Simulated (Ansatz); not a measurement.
Planning a GW calculation on MgO (Fm-3m).

```
Mg O
1.0
     0.00000    2.09700    2.09700
     2.09700    0.00000    2.09700
     2.09700    2.09700    0.00000
Mg O
1 1
Direct
  0.00000 0.00000 0.00000
  0.50000 0.50000 0.50000
```

The cell and positions are those that the Materials Project relaxed with its own functionals (PBE, PBE+U or r2SCAN), kept fixed.

Runs so far (Ansatz 0.2.0, start PBE, PAW set soft_1 files, 8×8×8 mesh). Times are wall times on 1 × NVIDIA H100 80GB HBM3 (shared by 3 runs) with 4 threads of AMD EPYC 7R13 (Zen 3), shared host, good to a factor of about two.

```tsv
bands summed	cutoff (eV)	gap on the mesh (eV)	time
32	69	6.993	9.4 s
75	138	7.263	11 s
```

Question: What should the next rung give, with 154 bands and screening to 230 eV, and where is the limit?

The error falls about as one over the bands when the cutoff rises with them. A line through the two highest rungs given predicts 7.366 eV; the run gave 7.414 eV, a miss of 0.048 eV, so the law holds only roughly here. The two highest rungs put the limit near 7.557 eV, the pair below near 7.464 eV; their difference is a rough measure of what is unsettled in bands and cutoff; the mesh is a separate error.

Gaps are over the mesh's points; an edge off the mesh would be missed. Limits: not at the basis limit.

[Paths, hosts, dates, memory and timing lines, banners, echoed tables and standing remarks are left out of the program output.]

[Logs are printed without paths, hosts, clocks, repeated set-up lines and the standing remarks that a program may print on its own settings, such as how far it seeks lower states.]

[Runs of the session that timed out or met a known fault of the program may be left out.]

[Cells called generated may have been cut or substituted from an entry of the Crystallography Open Database or the Materials Project.]

[Hosts, paths, dates, database ids (printed as entryN), source tags and the programs' standing remarks are cut or masked in the printed files.]
